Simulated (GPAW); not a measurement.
# Near-edge structure at the Ni K edge of YNiC2 (Amm2), part 2 of 4

Aim: the dependence of the Ni K near-edge features of YNiC2 (Amm2) on volume.

GPAW 26.7.0; X-ray absorption from dipole matrix elements to empty bands, plane-wave PAW LDA.

So far. Step 2 (The field without a hole): The mesh shows no gap, so the system is treated as a metal and the core electron is put at the Fermi level (neutral cell).

### Step 4. Spectrum with XCH, Ni atom 2

The holes are 5.8 Å apart. In GPAW the data set carries the hole's charge, so charge=0 means a charged cell and charge=-1 a neutral one. The excited electron is kept in the cell, where it fills the lowest empty states and screens the hole. After the field has converged, empty bands are computed with the density fixed and the dipole matrix elements are summed.

The absorber has 2 C at 1.93 Å and 2 C at 1.98 Å (4-fold, site symmetry mm2).

xas.py reads:

```python
import numpy as np
from ase import Atoms
from ase.parallel import parprint, paropen
from gpaw import GPAW, PW, FermiDirac, Mixer, MixerDif, setup_paths
from gpaw.test import gen
setup_paths.insert(0, '.')
gen('Ni', name='fch1s', xcname='LDA', corehole=(1, 0, 1), write_xml=True)
from gpaw.mpi import world
world.barrier()

atoms = Atoms('Y4Ni4C8',
    cell=[[-3.61051776, 4.48559162, 0],
     [3.61051776, 4.48559162, 0],
     [0, 0, -5.98246932]],
    scaled_positions=[[0, 0, 0.99686353],
     [0.25, 0.25, 0.49686353],
     [0.5, 0.5, 0.99686353],
     [0.75, 0.75, 0.49686353],
     [0.75, 0.25, 0.38656791],
     [0, 0.5, 0.88656791],
     [0.25, 0.75, 0.38656791],
     [0.5, 0, 0.88656791],
     [0.67368767, 0.17368767, 0.69678428],
     [0.92368767, 0.42368767, 0.19678428],
     [0.17368767, 0.67368767, 0.69678428],
     [0.42368767, 0.92368767, 0.19678428],
     [0.82631233, 0.32631233, 0.69678428],
     [0.07631233, 0.57631233, 0.19678428],
     [0.32631233, 0.82631233, 0.69678428],
     [0.57631233, 0.07631233, 0.19678428]],
    magmoms=[0.0, 0.0, 0.0, 0.0, 2.0, 2.0, 2.0, 2.0, 0.0, 0.0, 0.0, 0.0, 0.0, 0.0, 0.0, 0.0],
    pbc=True)
atoms.calc = calc = GPAW(legacy_gpaw=True, mode=PW(430), xc='LDA', setups={4: 'fch1s'},
    kpts={'size': (3, 3, 3), 'gamma': True}, occupations=FermiDirac(0.1),
    charge=-1, mixer=MixerDif(0.05, 8, 50), maxiter=150,
    convergence={'density': 0.0001}, txt='scf.txt')
energy = atoms.get_potential_energy() + calc.get_reference_energy()
ef = calc.get_fermi_level()
out = dict(energy=energy, fermi=ef, forces=atoms.get_forces().tolist(), magmoms=atoms.get_magnetic_moments().tolist())
parprint(f'all-electron energy {energy:.4f} eV, Fermi level {ef:.4f} eV')
ev = np.array([[calc.get_eigenvalues(k, s) for k in range(len(calc.get_ibz_k_points()))] for s in range(calc.get_number_of_spins())])
out['homo'], out['lumo'], out['counts'] = ev[ev < ef].max(), ev[ev > ef].min(), sorted(set((ev < ef).sum((0, 2)).tolist()))
out['filled'] = (ev[:, 0] < ef).sum(1).tolist()

from ase.units import Ha
from gpaw.xas import dipole_matrix_elements
nb = int(calc.get_number_of_electrons() / 2) + 158
top, nb = nb, nb + 8 + nb // 12
nscf = calc.fixed_density(kpts={'size': (3, 3, 3), 'gamma': True}, nbands=nb,
    convergence={'bands': top, 'eigenstates': 1e-5}, maxiter=60, txt='nscf.txt')
cell = atoms.cell.array
ops = [cell.T @ U.T @ np.linalg.inv(cell.T) for U in nscf.wfs.kd.symmetry.op_scc]
E = np.arange(-6, 34, 0.1)
fwhm = np.interp(E, [4, 25], [1.44, 3.5])
Y, X, zero, highest = 0, 0, 1e9, 1e9
for spin in range(nscf.get_number_of_spins()):
    wfs = nscf.wfs
    A = dipole_matrix_elements(wfs.setups[4])
    eps = np.zeros((wfs.kd.nibzkpts, nb))
    d = np.zeros((3, A.shape[1], wfs.kd.nibzkpts, nb), complex)
    for kpt in wfs.kpt_u:
        if kpt.s == spin and 4 in kpt.P_ani:
            eps[kpt.k] = kpt.eps_n * Ha
            d[:, :, kpt.k] = (kpt.weight * wfs.nspins / 2) ** 0.5 * np.inner(A, kpt.P_ani[4])
    world.sum(eps)
    world.sum(d)
    T = np.einsum('amkn,bmkn->abkn', d, d.conj()).real
    T = sum(np.einsum('ai,ijkn,bj->abkn', R, T, R) for R in ops) / len(ops)
    empty = eps > ef
    zero, highest = min(zero, eps[empty].min()), min(highest, eps[:, top - 1].min())
    lines = [(eps, T, empty)] if spin == 0 else lines + [(eps, T, empty)]
for eps, T, empty in lines:
    f = np.einsum('aakn->akn', T).reshape(3, -1)
    x = eps.ravel() - zero
    w = np.interp(x, E, fwhm) / 2.35482
    g = np.exp(-0.5 * ((E[:, None] - x) / w) ** 2) / (w * (2 * np.pi) ** 0.5)
    Y = Y + (f * empty.ravel()) @ g.T
    X = X + (f * ~empty.ravel()) @ g.T
out.update(E=E.round(2).tolist(), xas=Y.tolist(), xes=X.tolist(), zero=zero, valid=highest - zero, nk=len(eps), nb=nb)
for i in range(0, len(E), 10):
    parprint(f'{E[i]:7.2f}', *(f'{v:10.3e}' for v in Y[:, i]))
import json
with paropen('out.json', 'w') as f:
    json.dump(out, f)
```

Started as:

```sh
$ OMP_NUM_THREADS=1 mpirun -n 2 gpaw python xas.py
```

Numbers of over 12 decimals in the logs are rounded to 6 here.

Log:

```text
Input parameters:
  charge: -1
  convergence: {density: 0.0001}
  kpts: {gamma: True,
         size: (3, 3, 3)}
  maxiter: 150
  mixer: {backend: pulay,
          beta: 0.05,
          method: difference,
          nmaxold: 8,
          weight: 50}
  mode: {ecut: 430.0,
         name: pw}
  occupations: {fixmagmom: False,
                name: fermi-dirac,
                width: 0.1}
  setups: {4: fch1s}

Initialize ...

[... PAW data sets ...]

Reference energy: -532947.961827  # eV

Spin-polarized calculation.
Initial magnetic moment: 8.000000

[... convergence settings ...]
Symmetries present (total): 2
  [... symmetry matrices ...]

27 k-points: 3 x 3 x 3 Monkhorst-Pack grid
10 k-points in the irreducible part of the Brillouin zone
       k-points in crystal coordinates                weights
   0:     0.00000000    0.00000000    0.00000000          1/27
   1:     0.00000000    0.00000000    0.33333333          2/27
   2:     0.33333333   -0.33333333   -0.33333333          2/27
   3:     0.33333333   -0.33333333    0.00000000          2/27
   4:     0.33333333   -0.33333333    0.33333333          2/27
   5:     0.33333333    0.00000000   -0.33333333          4/27
   6:     0.33333333    0.00000000    0.00000000          4/27
   7:     0.33333333    0.00000000    0.33333333          4/27
   8:     0.33333333    0.33333333    0.00000000          2/27
   9:     0.33333333    0.33333333    0.33333333          4/27

Wave functions: Plane wave expansion
  Cutoff energy: 430.000 eV
  Number of coefficients (min, max): 3915, 3935
  Pulay-stress correction: 0.000000 eV/Ang^3 (de/decut=0.000000)
  Using FFTW library
  Wavefunction extrapolation:
    Improved wavefunction reuse through dual PAW basis

Occupation numbers: Fermi-Dirac:
  width: 0.1000  # eV

Eigensolver
   Davidson(niter=2)

Densities:
  Coarse grid: 28*28*30 grid
  Fine grid: 56*56*60 grid
  Total Charge: 0.000000

Density mixing:
  Method: difference
  Backend: pulay
  Linear mixing parameter: 0.05
  old densities: 8
  Width of damping distribution: 1.1
  Damping of long wavelength oscillations: 50

[... Hamiltonian set-up ...]
Number of atoms: 16
Number of atomic orbitals: 132
Number of bands in calculation: 94
Number of valence electrons: 141
Bands to converge: occupied

... initialized

Initializing position-dependent things.

Density initialized from atomic densities
Creating initial wave functions:
  94 bands from LCAO basis set

           C        C

         C      Y C
          Ni       Ni

          CC Y     CC

               Y
         Ni       Ni

            Y

Atomic positions and initial magnetic moments

Positions:
   0 Y      0.000000    0.000000   -5.963705    ( 0.0000,  0.0000,  0.0000)
   1 Y      0.000000    2.242796   -2.972471    ( 0.0000,  0.0000,  0.0000)
   2 Y      0.000000    4.485592   -5.963705    ( 0.0000,  0.0000,  0.0000)
   3 Y      0.000000    6.728387   -2.972471    ( 0.0000,  0.0000,  0.0000)
   4 Ni    -1.805259    4.485592   -2.312631    ( 0.0000,  0.0000,  2.0000)
   5 Ni     1.805259    2.242796   -5.303865    ( 0.0000,  0.0000,  2.0000)
   6 Ni     1.805259    4.485592   -2.312631    ( 0.0000,  0.0000,  2.0000)
[...]
13 C      1.805259    2.927408   -1.177256    ( 0.0000,  0.0000,  0.0000)
  14 C      1.805259    5.170204   -4.168491    ( 0.0000,  0.0000,  0.0000)
  15 C     -1.805259    2.927408   -1.177256    ( 0.0000,  0.0000,  0.0000)

Unit cell:
           periodic     x           y           z      points  spacing
  1. axis:    yes   -3.610518    4.485592    0.000000    28     0.2009
  2. axis:    yes    3.610518    4.485592    0.000000    28     0.2009
  3. axis:    yes    0.000000    0.000000   -5.982469    30     0.1994

  Lengths:   5.758157   5.758157   5.982469
  Angles:   90.000000  90.000000  77.662185

Effective grid spacing dv^(1/3) = 0.2020

[...]
Dipole moment: (-0.145372, -0.000000, -7.803534) |e|*Ang

Total magnetic moment: (0.000000, 0.000000, -0.007014)
Local magnetic moments:
   0 Y  ( 0.000000,  0.000000, -0.000082)
   1 Y  ( 0.000000,  0.000000,  0.000013)
   2 Y  ( 0.000000,  0.000000, -0.000082)
   3 Y  ( 0.000000,  0.000000,  0.000013)
   4 Ni ( 0.000000,  0.000000, -0.009753)
   5 Ni ( 0.000000,  0.000000,  0.000496)
   6 Ni ( 0.000000,  0.000000, -0.000318)
   7 Ni ( 0.000000,  0.000000,  0.000496)
   8 C  ( 0.000000,  0.000000,  0.000423)
   9 C  ( 0.000000,  0.000000,  0.000574)
  10 C  ( 0.000000,  0.000000,  0.000015)
  11 C  ( 0.000000,  0.000000,  0.000026)
  12 C  ( 0.000000,  0.000000,  0.000423)
  13 C  ( 0.000000,  0.000000,  0.000026)
  14 C  ( 0.000000,  0.000000,  0.000015)
  15 C  ( 0.000000,  0.000000,  0.000574)

Energy contributions relative to reference atoms: (reference = -532947.961827)

Kinetic:       +136.085586
Potential:     -126.859294
External:        +0.000000
XC:            -193.838203
Entropy (-ST):   -0.166345
Local:           -1.125801
SIC:             +0.000000
--------------------------
Free energy:   -185.904057
Extrapolated:  -185.820884

Spin contamination: 1.770241 electrons
Showing only first 2 kpts
                      Up                     Down
 Kpt  Band  Eigenvalues  Occupancy  Eigenvalues  Occupancy
  0    68      8.26237    0.99996      8.25978    0.99997
  0    69      8.40280    0.99986      8.40308    0.99986
  0    70      9.48592    0.12142      9.48083    0.12696
  0    71      9.57793    0.05220      9.57659    0.05286

  1    68      8.11090    0.99999      8.10681    0.99999
  1    69      8.25596    0.99997      8.25560    0.99997
  1    70      9.75862    0.00896      9.75707    0.00910
  1    71      9.96219    0.00118      9.95812    0.00123

Fermi level: 9.28801

No gap
No difference between direct/indirect transitions

Forces in eV/Ang:
  0 Y    -0.12178    0.00000    0.07497
  1 Y     0.00000    0.00000   -0.03186
  2 Y     0.12178    0.00000    0.07497
  3 Y     0.00000   -0.00000   -0.03186
  4 Ni    0.00000    0.00000    0.49530
  5 Ni    0.00000   -0.00654    0.13835
  6 Ni   -0.00000    0.00000    0.19554
[...]
13 C     0.00000    0.19951   -0.12836
 14 C    -0.00000    0.10954   -0.08044
 15 C     0.00000   -0.16063    0.37096
Scalar-relativistic atomic LDA calculation for Ni (Nickel, Z=28)
Core hole in 1s state (1s occupation: 1.0)
600 radial gridpoints.
|------------------------------------------------|
|------------------------------------------------|
[... the atom generator's iteration count ...]

Energy contributions:
-------------------------
Kinetic:    +1223.879998
XC:           -53.069850
Potential:  -2381.487479
-------------------------
Total:      -1210.677332

state      eigenvalue         ekin         rmax
-----------------------------------------------
1s^1.0 :  -313.251645   396.006150        0.035
2s^2.0 :   -38.906168    76.597504        0.200
2p^6.0 :   -34.441347    76.049442        0.159
3s^2.0 :    -4.869961    17.150216        0.620
3p^6.0 :    -3.433483    15.489639        0.618
3d^8.0 :    -0.952222    10.900287        0.583
4s^2.0 :    -0.570148     1.970813        1.987
4p^0.0 :    -0.336120     1.272665        2.418
-----------------------------------------------
(units: Bohr and Hartree)

Generating PAW setup
Kinetic energy of the core from tauc = 1048.795935
Cutoffs:
rc(s)=2.200
rc(p)=2.280
rc(d)=2.150
rc(vbar)=2.220
rc(comp)=2.180
rc(nct)=2.280

Kinetic energy of the core states: 1039.798244
Charge: 1.0
Core electrons: 11.0
Valence electrons: 16.0
Pseudo-core charge: 0.029719
Shape function alpha=2.104
Pseudo-electron charge 3.652668
state    eigenvalue         norm
--------------------------------
4s(2) :    -0.570148     1.118509
*s    :     0.429852
3p(6) :    -3.433483     0.035119
4p(0) :    -0.336120     1.018635
3d(8) :    -0.952222     0.146902
*d    :     0.047778
--------------------------------

Diagonalizing with gridspacing h=0.050

state   all-electron     PAW
-------------------------------
4s:      -0.570148    -0.570533
3p:      -3.433483    -3.434132
3d:      -0.952222    -0.952912
*f:                   -0.019534
-------------------------------
all-electron energy -533133.7827 eV, Fermi level 9.2880 eV
  -6.00  1.551e-29  2.740e-30  3.725e-30
  -5.00  4.103e-23  8.064e-24  9.363e-24
  -4.00  7.919e-18  1.765e-18  1.678e-18
  -3.00  1.163e-13  2.946e-14  2.234e-14
  -2.00  1.374e-10  3.884e-11  2.389e-11
  -1.00  1.384e-08  4.302e-09  2.292e-09
  -0.00  1.331e-07  4.735e-08  2.272e-08
[...]
31.00  3.668e-07  4.173e-07  3.453e-07
  32.00  3.462e-07  4.763e-07  3.337e-07
  33.00  3.117e-07  4.953e-07  3.193e-07
[key lines of the parts left out:]
Converged after 21 iterations.
```

The job ended after 8.2 min (2 MPI ranks of Arm Neoverse V1, shared host; peak memory 0.76 GiB).

The Ni K spectrum, Ni atom 2, excited-electron core hole (neutral cell) (energy from the lowest empty level; intensity scaled to a mean of 1 over the first 20 eV; polarised curves are means over the symmetry-equivalent atoms):

| E (eV) | isotropic | ε ∥ x | ε ∥ y | ε ∥ z |
| --- | --- | --- | --- | --- |
| -2.0 | 0.00 | 0.00 | 0.00 | 0.00 |
| -1.4 | 0.00 | 0.01 | 0.00 | 0.00 |
| -0.8 | 0.04 | 0.08 | 0.03 | 0.01 |
| -0.2 | 0.16 | 0.33 | 0.11 | 0.06 |
| 0.4 | 0.31 | 0.60 | 0.23 | 0.11 |
| 1.0 | 0.37 | 0.66 | 0.31 | 0.13 |
| 1.6 | 0.35 | 0.57 | 0.33 | 0.14 |
| 2.2 | 0.34 | 0.53 | 0.34 | 0.15 |
| 2.8 | 0.35 | 0.54 | 0.34 | 0.17 |
| 3.4 | 0.34 | 0.51 | 0.31 | 0.21 |
| 4.0 | 0.37 | 0.55 | 0.26 | 0.30 |
| 4.6 | 0.48 | 0.76 | 0.25 | 0.41 |
| 5.2 | 0.59 | 1.04 | 0.29 | 0.45 |
| 5.8 | 0.64 | 1.24 | 0.29 | 0.38 |
| 6.4 | 0.55 | 1.16 | 0.21 | 0.27 |
| 7.0 | 0.43 | 0.91 | 0.13 | 0.23 |
| 7.6 | 0.45 | 0.91 | 0.10 | 0.34 |
| 8.2 | 0.63 | 1.31 | 0.09 | 0.49 |
| 8.8 | 0.87 | 1.90 | 0.13 | 0.58 |
| 9.4 | 1.08 | 2.37 | 0.20 | 0.67 |
| 10.0 | 1.27 | 2.54 | 0.35 | 0.90 |
| 10.6 | 1.41 | 2.37 | 0.61 | 1.26 |
| 11.2 | 1.50 | 2.02 | 0.94 | 1.55 |
| 11.8 | 1.53 | 1.67 | 1.30 | 1.60 |
| 12.4 | 1.49 | 1.38 | 1.64 | 1.45 |
| 13.0 | 1.43 | 1.11 | 1.92 | 1.25 |
| 13.6 | 1.39 | 0.93 | 2.11 | 1.13 |
| 14.2 | 1.40 | 0.86 | 2.23 | 1.12 |
| 14.8 | 1.51 | 0.89 | 2.38 | 1.25 |
| 15.4 | 1.66 | 0.94 | 2.56 | 1.48 |
| 16.0 | 1.76 | 0.95 | 2.62 | 1.70 |
| 16.6 | 1.72 | 0.89 | 2.46 | 1.82 |
| 17.2 | 1.58 | 0.78 | 2.13 | 1.83 |
| 17.8 | 1.42 | 0.69 | 1.77 | 1.81 |
| 18.4 | 1.31 | 0.66 | 1.48 | 1.80 |
| 19.0 | 1.27 | 0.71 | 1.28 | 1.81 |
| 19.6 | 1.26 | 0.83 | 1.13 | 1.82 |
| 20.2 | 1.27 | 0.97 | 1.03 | 1.81 |
| 20.8 | 1.29 | 1.10 | 0.96 | 1.81 |
| 21.4 | 1.31 | 1.18 | 0.95 | 1.81 |
| 22.0 | 1.34 | 1.21 | 1.01 | 1.81 |
| 22.6 | 1.37 | 1.22 | 1.10 | 1.80 |
| 23.2 | 1.40 | 1.25 | 1.20 | 1.76 |
| 23.8 | 1.42 | 1.31 | 1.26 | 1.70 |
| 24.4 | 1.43 | 1.37 | 1.29 | 1.62 |
| 25.0 | 1.41 | 1.43 | 1.28 | 1.53 |
| 25.6 | 1.38 | 1.44 | 1.25 | 1.46 |
| 26.2 | 1.34 | 1.41 | 1.20 | 1.41 |
| 26.8 | 1.30 | 1.35 | 1.14 | 1.39 |
| 27.4 | 1.25 | 1.29 | 1.08 | 1.39 |
| 28.0 | 1.21 | 1.25 | 1.02 | 1.38 |
| 28.6 | 1.19 | 1.22 | 1.00 | 1.35 |
| 29.2 | 1.17 | 1.21 | 1.02 | 1.29 |
| 29.8 | 1.18 | 1.21 | 1.10 | 1.22 |
| 30.4 | 1.19 | 1.20 | 1.22 | 1.16 |
| 31.0 | 1.22 | 1.19 | 1.35 | 1.12 |
| 31.6 | 1.24 | 1.15 | 1.48 | 1.09 |

Main maxima below 30 eV (height): 5.7 eV (0.64), 11.7 eV (1.53), 16.2 eV (1.76) and 24.3 eV (1.43). A K edge sees empty p states. The first eV above the zero hold little dipole weight, as the lowest empty bands are of d character; the main edge, of 4p character, rises through 0.6 near 8 eV above the zero.

The total-energy difference is 8312.65 eV. The tabulated edge of the element is 8333 eV. The functional leaves an error in such absolute values: in the free atom LDA prices this hole 17.6 eV below PBE (computed apart), and PBE is itself good to a few eV.

### Step 5. Reference energy of the supercell

The cell changes for the next run, so it gets a reference energy of its own.

The cell differs from the one that the last finished run ended in (a 5.758 → 5.641 Å, b 5.758 → 5.641 Å, c 5.982 → 5.860 Å).

scf.py reads:

```python
import numpy as np
from ase import Atoms
from ase.parallel import parprint, paropen
from gpaw import GPAW, PW, FermiDirac, Mixer, MixerDif, setup_paths
from gpaw.test import gen
setup_paths.insert(0, '.')
gen('Ni', name='nch1s', xcname='LDA', corehole=(1, 0, 0), write_xml=True)
from gpaw.mpi import world
world.barrier()

atoms = Atoms('Y4Ni4C8',
    cell=[[-3.53681304, 4.39402324, 0],
     [3.53681304, 4.39402324, 0],
     [0, 0, -5.86034384]],
    scaled_positions=[[0, 0, 0.99686353],
     [0.25, 0.25, 0.49686353],
     [0.5, 0.5, 0.99686353],
     [0.75, 0.75, 0.49686353],
     [0.75, 0.25, 0.38656791],
     [0, 0.5, 0.88656791],
     [0.25, 0.75, 0.38656791],
     [0.5, 0, 0.88656791],
     [0.67368767, 0.17368767, 0.69678428],
     [0.92368767, 0.42368767, 0.19678428],
     [0.17368767, 0.67368767, 0.69678428],
     [0.42368767, 0.92368767, 0.19678428],
     [0.82631233, 0.32631233, 0.69678428],
     [0.07631233, 0.57631233, 0.19678428],
     [0.32631233, 0.82631233, 0.69678428],
     [0.57631233, 0.07631233, 0.19678428]],
    magmoms=[0.0, 0.0, 0.0, 0.0, 2.0, 2.0, 2.0, 2.0, 0.0, 0.0, 0.0, 0.0, 0.0, 0.0, 0.0, 0.0],
    pbc=True)
atoms.calc = calc = GPAW(legacy_gpaw=True, mode=PW(430), xc='LDA', setups={4: 'nch1s'},
    kpts={'size': (3, 3, 3), 'gamma': True}, occupations=FermiDirac(0.1),
    charge=0, mixer=MixerDif(0.05, 8, 50), maxiter=150,
    convergence={'density': 0.0001}, txt='scf.txt')
energy = atoms.get_potential_energy() + calc.get_reference_energy()
ef = calc.get_fermi_level()
out = dict(energy=energy, fermi=ef, forces=atoms.get_forces().tolist(), magmoms=atoms.get_magnetic_moments().tolist())
parprint(f'all-electron energy {energy:.4f} eV, Fermi level {ef:.4f} eV')
ev = np.array([[calc.get_eigenvalues(k, s) for k in range(len(calc.get_ibz_k_points()))] for s in range(calc.get_number_of_spins())])
out['homo'], out['lumo'], out['counts'] = ev[ev < ef].max(), ev[ev > ef].min(), sorted(set((ev < ef).sum((0, 2)).tolist()))
out['filled'] = (ev[:, 0] < ef).sum(1).tolist()
import json
with paropen('out.json', 'w') as f:
    json.dump(out, f)
```

Started as:

```sh
$ OMP_NUM_THREADS=1 mpirun -n 2 gpaw python scf.py
```

Log:

```text
Input parameters:
  convergence: {density: 0.0001}
  kpts: {gamma: True,
         size: (3, 3, 3)}
  maxiter: 150
  mixer: {backend: pulay,
          beta: 0.05,
          method: difference,
          nmaxold: 8,
          weight: 50}
  mode: {ecut: 430.0,
         name: pw}
  occupations: {fixmagmom: False,
                name: fermi-dirac,
                width: 0.1}
  setups: {4: nch1s}

Initialize ...

[...]
*s    :     0.784720
3p(6) :    -2.618967     0.052480
4p(0) :    -0.049170     1.003908
3d(8) :    -0.335915     0.225674
*d    :     0.664085
--------------------------------

Diagonalizing with gridspacing h=0.050

state   all-electron     PAW
-------------------------------
4s:      -0.215280    -0.215531
3p:      -2.618967    -2.619713
3d:      -0.335915    -0.336667
*f:                    0.071842
-------------------------------
all-electron energy -541446.6105 eV, Fermi level 9.9690 eV
[key lines of the parts left out:]
Converged after 20 iterations.
Dipole moment: (-0.000000, -0.000000, -7.707926) |e|*Ang
Free energy:   -142.340865
Fermi level: 9.96896
```

The job ended after 2.7 min (2 MPI ranks; peak memory 0.45 GiB; 5.5 min of CPU time).

Reference energy: -541446.610 eV with the cores included.

[end of part 2 of 4]

[Banner, clock and machine lines of the logs are left out without a mark of their own.]

[Logs are printed without paths, hosts, clocks, repeated set-up lines and the standing remarks that a program may print on its own settings, such as how far it seeks lower states.]

[Hosts, paths, dates, database ids (printed as entryN), source tags and the programs' standing remarks are cut or masked in the printed files.]

[Lists of maxima count a maximum above −3 eV only where it reaches 4 % of the highest in the window and stands out from its surroundings by 2 % of it (1.5 % where it reaches 55 %); shoulders and weaker maxima are passed over, and of the rest the first, up to two pre-edge ones and the few strongest are named.]
